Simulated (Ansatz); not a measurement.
# Lattice dynamics of Ir (Fm-3m, 1 atom in the cell), part 2 of 2

Aim: the vibrations of Ir (Fm-3m, 1 atom in the cell), their spectra, and whether the structure is stable.

Ansatz 0.2.0; DFT PBE, scalar-relativistic, plane waves, PAW.

So far, highest frequency on the path or at a solved wavevector (cm⁻¹): step 5 (phonons on a q mesh) 193. The relaxed cell has a = 3.870 Å (conventional setting).

The database entry behind the starting cell differs from later determinations by our own check (0.1 to 0.3 % short, probably kX units), so it need not match the best structure at ambient conditions.

## 6. The same by displaced supercells

Finite displacements in a 2×2×2 supercell give force constants from forces alone. They are exact at the wavevectors that the supercell holds, where they check the linear-response result.

File input.yaml:

```yaml
crystal:
  lattice:
    - [0.0, 1.9349742179, 1.9349742179]
    - [1.9349742179, 0.0, 1.9349742179]
    - [1.9349742179, 1.9349742179, 0.0]
  atoms:
    - { symbol: Ir, position: [0.0, 0.0, 0.0] }
kpoints:
  mp_grid: { grid: [20, 20, 20] }
hamiltonian:
  xc: pbe
scf:
  occupations: { method: methfessel_paxton, width: 0.2 }
output:
  eigenvalues: true
phonons:
  method: fd
  supercell: [2, 2, 2]
  temperatures: { t_max: 1000, t_step: 50 }
  qpath:
    path:
      - [[0.0, 0.0, 0.0], [0.5, 0.0, 0.5], [0.625, 0.25, 0.625]]
      - [[0.375, 0.375, 0.75], [0.0, 0.0, 0.0], [0.5, 0.5, 0.5], [0.5, 0.25, 0.75], [0.5, 0.0, 0.5]]
    npoints: 10
```

The run is started by

```bash
$ ansatz run input.yaml --threads 4 --pin off --max-ram 7168MiB --backend cpu --events-out ev --progress --plain --runs-dir out
```

Numbers of over 12 decimals in the logs are rounded to 6 here.

The log of the run:

```text
[...]
Crystal: 8 atoms, lattice volume = 115.917 Å³
Basis set: ecut = 420 eV, 2229 PW (Γ), exchange–correlation on 80×80×80 points (8 copies of the dense FFT grid, shifted against one another)
Bands: 84, of which v1, the nominal top of the filled ones, is band 68 counted from 1 (67 counted from 0)
Symmetry: 384 space group operations
k-points: 47 of 1000
[...]
SCF iter   1: F=—  HF=-95482.503073 eV  |F-HF|=—  |Δ(HF+E_count)|=         —  Δρ=7.66e-8  dr2=6.61e-12  ethr=1.00e-12  ⟨swp⟩=3.0  Hψ=10073  notcnv=0
[...]
SCF iter   2: F=-95482.503073 eV  HF=-95482.503073 eV  |F-HF|=0.00e0  |Δ(HF+E_count)|=  2.91e-11  S|Δr|=    0.00e0  Δρ=4.20e-8  dr2=1.93e-12  ethr=1.00e-12  ⟨swp⟩=2.9  Hψ=7564  notcnv=0
SCF 1 converged in 2 iterations: F = -95482.503073 eV  dr2 = 1.93e-12
[...]
Symmetry: 8 space group operations
k-points: 102 of 1000 (time reversal used)
[...]
SCF iter   6: F=-95482.503030 eV  HF=-95482.503030 eV  |F-HF|=0.00e0  |Δ(HF+E_count)|=  1.46e-11  S|Δr|=    0.00e0  Δρ=5.93e-8  dr2=3.46e-12  ethr=1.00e-12  ⟨swp⟩=4.1  Hψ=34608  notcnv=0
SCF 2 converged in 6 iterations: F = -95482.503030 eV  dr2 = 3.46e-12
[...]
SCF converged after 2 iterations
[...]
Free energy (F): -95482.503073 eV
[...]
Internal energy: -95482.528095 eV  (E = F + TS)
E sigma→0 (E₀):  -95482.509328 eV
Entropy (-TS):   0.025022 eV (3.128 meV/atom)
Fermi energy:    25.006709 eV
[...]
--- Band table (eV; the first three rows and the last of 47) ---
  k-point 0: bands = [... 64 lower, 25.9242, 25.9242, 25.9242, 25.9242, 25.9242, 25.9242, 25.9242, 26.4831, ... 12 higher]
  k-point 1: bands = [... 64 lower, 25.7642, 25.7642, 25.8032, 25.8032, 25.9315, 25.9315, 25.9315, 26.4032, ... 12 higher]
  k-point 2: bands = [... 64 lower, 25.3302, 25.3302, 25.4710, 25.4710, 25.9528, 25.9528, 25.9528, 26.2854, ... 12 higher]
  k-point 46: bands = [... 64 lower, 23.4245, 23.4245, 23.4493, 23.4493, 24.9071, 24.9071, 25.4494, 25.4494, ... 12 higher]
--- Phonons: 1 displaced member + reference (amplitude 0.0025 Å, Σ member SCF iterations 6) ---
  symmetry images taken by strict's conditions (phonons.symmetry_images: auto; settled by no image being taken that strict refuses)
  ASR residual: 7.682e-5 → 0.000e0 eV/Å²; symmetrization residual: 1.066e-14 eV/Å²
  largest component of a force at the reference: 1.1e-28 eV/Å
  ASR residual per site (eV/Å²): 7.68e-5
  Γ frequencies (cm⁻¹): 0.00 0.00 0.00
[...]
```

Wall time 23 s (4 threads of Arm Neoverse V2, shared host); peak memory 1.1 GiB; 80 s of CPU time.

This step gave:

| Property | Result |
| --- | --- |
| atoms in the supercell | 8 |
| sum-rule residual before enforcement | 7.68e-5 eV/Å² |

Interpolated from a 2×2×2 supercell, rough between the solved points. The phonon branches at the labelled points (cm⁻¹):

```csv
point,branch 1,branch 2,branch 3
Γ,0,0,0
halfway,103,103,135
X,140,140,187
halfway,138,147,185
U,133,161,177
jump to K,133,161,177
halfway,88,114,148
Γ,0,0,0
halfway,79,79,136
L,112,112,193
halfway,124,142,183
W,142,168,168
halfway,141,149,182
X,140,140,187
```

The phonon branches as a text plot (rows in cm⁻¹):

```
    189 |           ***                         ******         **
    181 |         **   ***                     *      **    ***
    173 |                 *****               *         *  *
    165 |        *        **   *                         ***
    157 |       *        *  *                *          *   *
    149 |              **    ** *                      *     **
    141 |           *****                             *  ********
    133 |      *  **     **    *            *        * **
    125 |        *         **    *                  * *
    116 |    ** *               *          *      ****
    108 |                    **                ***
    100 |      *               *  **          *
     92 |                        *           *
     84 |   ***                 *         *
     76 |                        ***        *
     68 |   *                       *      *
     60 |  *                      **     *
     52 |                           *     *
     44 |  *
     36 |                           **   *
     28 | *                          *  *
     20 | *                          *  *
     12 |
      4 |*                            **
         Γ           X  U|K            Γ         L        W     X
```

Tetrahedra on a 28×28×28 mesh, mean over bins of 2 cm-1. Interpolated from a 2×2×2 supercell, rough between the solved points. Table of phonon density of states by wavenumber; read off at these points:

```csv
wavenumber (cm⁻¹),phonon density of states (1/cm⁻¹/cell)
5.0,1.0e-5
10.0,5.0e-5
15.0,1.5e-4
20.0,2.8e-4
25.0,4.7e-4
30.0,6.8e-4
35.0,9.4e-4
40.0,0.00128
45.0,0.00165
50.0,0.00210
55.0,0.00261
60.0,0.00324
65.0,0.00393
70.0,0.00477
75.0,0.00577
80.0,0.00694
85.0,0.00831
90.0,0.0101
95.0,0.0122
100.0,0.0150
105.0,0.0190
110.0,0.0258
115.0,0.0349
120.0,0.0365
125.0,0.0382
130.0,0.0399
135.0,0.0417
139.0,0.0430
140.0,0.0373
145.0,0.0230
150.0,0.0229
155.0,0.0224
160.0,0.0210
165.0,0.0180
170.0,0.0224
175.0,0.0461
179.0,0.0513
180.0,0.0435
185.0,0.0209
190.0,0.00741
```

The highest branch reaches 193 cm⁻¹ on this path, at L. No branch goes imaginary on this path.

## 7. Outcome

| Item | Value |
| --- | --- |
| space group after relaxation (within 0.01 Å) | Fm-3m |
| volume per atom | 14.5 Å³ |
| electronic character | no gap on this mesh |
| lowest mode on the q mesh (acoustic modes at Γ apart) | 83.9 cm⁻¹ |
| highest frequency on the path or at a solved wavevector | 193 cm⁻¹ |
| zero-point energy per atom | 26.4 meV |
| heat capacity at 300 K | 24.0 J/(mol atoms K) |
| vibrational entropy at 300 K | 35.8 J/(mol atoms K) |
| Debye temperature (second moment) | 270 K |
| imaginary modes on the 4×4×4 q mesh | none |

The structure is a minimum as far as tested: no mode is imaginary at the 8 irreducible wavevectors of the 4×4×4 mesh, and the softest away from the acoustic zeros lies at 84 cm⁻¹. With no gap, or one that is small against the smearing, the frequencies hang on the k mesh and the smearing, most of all near Kohn anomalies. Spin-orbit coupling is left out, which can matter for the heavy elements here. These are harmonic frequencies at zero temperature: anharmonic shifts, linewidths and thermal expansion are left out.

[Logs are printed without paths, hosts, clocks, repeated set-up lines and the standing remarks that a program may print on its own settings, such as how far it seeks lower states.]

[Hosts, paths, dates, database ids (printed as entryN), source tags and the programs' standing remarks are cut or masked in the printed files.]
